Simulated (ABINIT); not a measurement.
# Beyond one shot: K2NaYF6 (Fm-3m), part 3 of 3

Aim: iterate the self-energy on K2NaYF6 (Fm-3m) and follow the gap from cycle to cycle.

ABINIT 10.8.3; PBEsol and many-body steps on it, plane waves. Known limits of the many-body steps: not at the basis limit; no spin-orbit coupling; coarse k mesh.

So far. Step 10 (evGW, cycle 1): Against G0W0 in ABINIT (2×2×2 mesh, 255 bands, screening to 130.6 eV, Godby-Needs plasmon pole), the gap moves by +1.259 eV. Step 13 (evGW, cycle 2): Against the cycle before, the gap moves by +0.085 eV.

## Step 15: Screening, 2×2×2 mesh, 255 bands, screening to 130.6 eV

This step: RPA screening on PBEsol from quasiparticle energies, plane waves, norm-conserving pseudopotentials.

The input, run.abi:

```
acell 3*1.0 Angstrom
rprim 
  -0.000000000000 4.458286000000 4.458286000000
  4.458286000000 0.000000000000 4.458286000000
  4.458286000000 4.458286000000 0.000000000000
ntypat 4
znucl 19 11 39 9
natom 10
typat 1 1 2 3 4 4 4 4 4 4
xred 
  0.750000000000 0.750000000000 0.750000000000
  0.250000000000 0.250000000000 0.250000000000
  0.500000000000 0.500000000000 0.500000000000
  0.000000000000 -0.000000000000 0.000000000000
  0.755598000000 0.244402000000 0.244402000000
  0.244402000000 0.244402000000 0.755598000000
  0.244402000000 0.755598000000 0.755598000000
  0.244402000000 0.755598000000 0.244402000000
  0.755598000000 0.244402000000 0.755598000000
  0.755598000000 0.755598000000 0.244402000000
pp_dirpath "pseudos"
pseudos "K.upf, Na.upf, Y.upf, F.upf"
ecut 38
ngkpt 2 2 2
nshiftk 1
shiftk 0 0 0
kptopt 1
chksymbreak 0
istwfk *1
occopt 1
irdwfk 1
optdriver 3
nband 255
ecuteps 4.8
inclvkb 2
awtr 1
symchi 1
irdqps 1
gwcalctyp 10
nqptdm 2
qptdm 
  0.5000000000 0.0000000000 0.0000000000
  0.5000000000 0.5000000000 0.0000000000
indata_prefix "in"
outdata_prefix "out"
tmpdata_prefix "tmp"
```

The input, mrgscr.stdin:

```
2
merged
q0_SCR
out_SCR
1
```

The run is started by

```sh
> OMP_NUM_THREADS=1 mpirun -n 4 abinit run.abi > log; mrgscr < mrgscr.stdin
```

Numbers of over 12 decimals in the logs are rounded to 6 here.

What it wrote:

```text
.Version 10.8.3 of ABINIT. v10.8.2 released Aug 2026.

 Symmetries : space group Fm -3 m (#225); Bravais cF (face-center cubic)
[... echo of the input left out ...]
== DATASET  1 ==================================================================
-   mpi_nproc: 4, omp_nthreads: 1 (-1 if OMP is not activated)

--- !DatasetInfo
iteration_state: {dtset: 1, }
dimensions: {natom: 10, nkpt: 3, mband: 255, nsppol: 1, nspinor: 1, nspden: 1, mpw: 13424, }
cutoff_energies: {ecut:  38.0, pawecutdg:  -1.0, }
[...]
q-point number  2        q = ( 0.500000, 0.500000, 0.000000) [r.l.u.]
--------------------------------------------------------------------------------
[... chi0 elements left out ...]
  Average fulfillment of the sum rule on Im[epsilon] for q-point    3 :     62.49  [%]

== END DATASET(S) ==============================================================
================================================================================

 -outvars: echo values of variables after computation  --------
           etotal      0.0000000000E+00
            nband         255
             nkpt           3
          spgroup         225
 [... the other variables as echoed above ...]

 Calculation completed.
```

Run time: 33 s. Hardware: 4 MPI ranks of Arm Neoverse V2, shared host; peak memory 2.3 GiB.

This step gave:

- plasma frequency: 24.95 eV
- plane waves in the screening matrix: 609

This screening reads the quasiparticle levels of the cycle before.

## Step 16: evGW, cycle 3

This step: evGW on PBEsol, plane waves, norm-conserving pseudopotentials.

run.abi, as its differences from that of step 15:

```diff
@@ -31,14 +31,20 @@
 irdwfk 1
-optdriver 3
+optdriver 4
 nband 255
-ecuteps 4.8
-inclvkb 2
-awtr 1
-symchi 1
-irdqps 1
 gwcalctyp 10
-nqptdm 2
-qptdm 
+ecutsigx 38
+symsigma 1
+nkptgw 3
+kptgw 
+  0.0000000000 0.0000000000 0.0000000000
   0.5000000000 0.0000000000 0.0000000000
   0.5000000000 0.5000000000 0.0000000000
+bdgw 
+  23 53
+  23 53
+  23 53
+ecuteps 4.8
+irdscr 1
+ppmodel 1
+irdqps 1
 indata_prefix "in"
```

The run is started by

```sh
> OMP_NUM_THREADS=1 mpirun -n 4 abinit run.abi > log
```

What it wrote:

```text
.Version 10.8.3 of ABINIT. v10.8.2 released Aug 2026.

 Symmetries : space group Fm -3 m (#225); Bravais cF (face-center cubic)
[... echo of the input left out ...]
== DATASET  1 ==================================================================
-   mpi_nproc: 4, omp_nthreads: 1 (-1 if OMP is not activated)

--- !DatasetInfo
iteration_state: {dtset: 1, }
dimensions: {natom: 10, nkpt: 3, mband: 255, nsppol: 1, nspinor: 1, nspden: 1, mpw: 13424, }
cutoff_energies: {ecut:  38.0, pawecutdg:  -1.0, }
[...]
Convergence of QP corrections
 >>>>> For spin  1 <<<<<
.  kptgw no:  1; Maximum DeltaE = (   0.000   0.000) for band index:  2
.  kptgw no:  2; Maximum DeltaE = (  -0.006  -0.000) for band index: 29
.  kptgw no:  3; Maximum DeltaE = (  -0.005   0.000) for band index:  2

== END DATASET(S) ==============================================================
================================================================================

 -outvars: echo values of variables after computation  --------
           etotal      0.0000000000E+00
            nband         255
             nkpt           3
          spgroup         225
 [... the other variables as echoed above ...]

 Calculation completed.
```

Run time: 5.6 min. Hardware: 4 MPI ranks; peak memory 4.6 GiB; 23 min of CPU time.

Numbers from this step:

- quasiparticle gap on the points computed: 10.89 eV
- gap of the density functional on the mesh: 6.161 eV
- k of the valence top: 0, 0, 0
- k of the conduction bottom: 0, 0, 0
- least direct quasiparticle gap on the computed points: 10.89 eV

Against the cycle before, the gap moves by +0.009 eV.

## Step 17: The runs together

Times are wall times on 4 MPI ranks of Arm Neoverse V2, shared host, good to a factor of about two. A run's time includes the screening step that it read.

```
           run   mesh  bands  screening cutoff (eV)  DFT gap (eV)  gap on the mesh (eV)  direct (eV)  ε∞ used     time
          G0W0  2×2×2    255                  130.6         6.161                 9.540        9.540     1.93  2.6 min
evGW0, cycle 1  2×2×2    255                  130.6         6.161                10.155       10.155     1.93  7.8 min
evGW0, cycle 2  2×2×2    255                  130.6         6.161                10.056       10.056     1.93  7.8 min
evGW0, cycle 3  2×2×2    255                  130.6         6.161                10.053       10.053     1.93  7.8 min
 evGW, cycle 1  2×2×2    255                  130.6         6.161                10.799       10.799     1.73  7.7 min
 evGW, cycle 2  2×2×2    255                  130.6         6.161                10.884       10.884     1.71  7.7 min
 evGW, cycle 3  2×2×2    255                  130.6         6.161                10.893       10.893     1.71  7.8 min
```

## Step 18: What came out

| Item | Value |
| --- | --- |
| G0W0 | 9.540 eV |
| evGW0, cycle 1 | 10.155 eV |
| evGW0, cycle 2 | 10.056 eV |
| evGW0, cycle 3 | 10.053 eV |
| evGW, cycle 1 | 10.799 eV |
| evGW, cycle 2 | 10.884 eV |
| evGW, cycle 3 | 10.893 eV |
| known limits | not at the basis limit; no spin-orbit coupling; coarse k mesh |

**Reading.** Only the bands that the input lists are updated; the others, empty or deep, keep the functional's energies or take a rigid shift. The evGW loop starts from the last levels of evGW0, so its cycles and time come on top of those. evGW0 ends at 10.05 eV, +0.51 eV from G0W0, after 3 cycles that took 17 min beside the first screening; the last moved the gap by 0.003 eV. evGW ends at 10.89 eV, +1.35 eV from G0W0, after 3 cycles that took 23 min beside the first screening; the last moved the gap by 0.009 eV. The first cycle of evGW0 takes the full correction, without the factor Z, so it overshoots the one-shot value. Bands and cutoff are finite, so the gap is not at the basis limit. The miss can reach some tenths of an eV and take either sign; the mesh is an error of its own. In the first G0W0 run levels were corrected at 1 k point alone, so a gap called «on the mesh» is the least over those, and an edge elsewhere would be missed. The 2×2×2 mesh is coarse for this cell, which bears on the long-range parts of exchange and screening. In the updated screening the q = 0 part is built from Kohn-Sham bands under a rigid shift, the other q from the quasiparticle levels. The many-body steps are scalar-relativistic: spin-orbit coupling is not in them.

[Paths, hosts, dates, memory and timing lines, banners, echoed tables and standing remarks are left out of the program output.]

[Logs are printed without paths, hosts, clocks, repeated set-up lines and the standing remarks that a program may print on its own settings, such as how far it seeks lower states.]

[Runs of the session that timed out or met a known fault of the program may be left out.]

[No measured gap is set beside runs whose start may be inverted or whose files or cutoffs have a known fault.]

[Loops that did not settle are left out.]

[Hosts, paths, dates, database ids (printed as entryN), source tags and the programs' standing remarks are cut or masked in the printed files.]

[G0W0 gaps are taken among the corrected bands and points alone; a level outside them can change the order at an edge.]

[Where Ansatz stands beside ABINIT at settings called matched, ABINIT's density can come from a denser mesh and the files from another edition; pairs whose starting gaps differed by over 0.03 eV were left out, so agreement reads better than it is.]
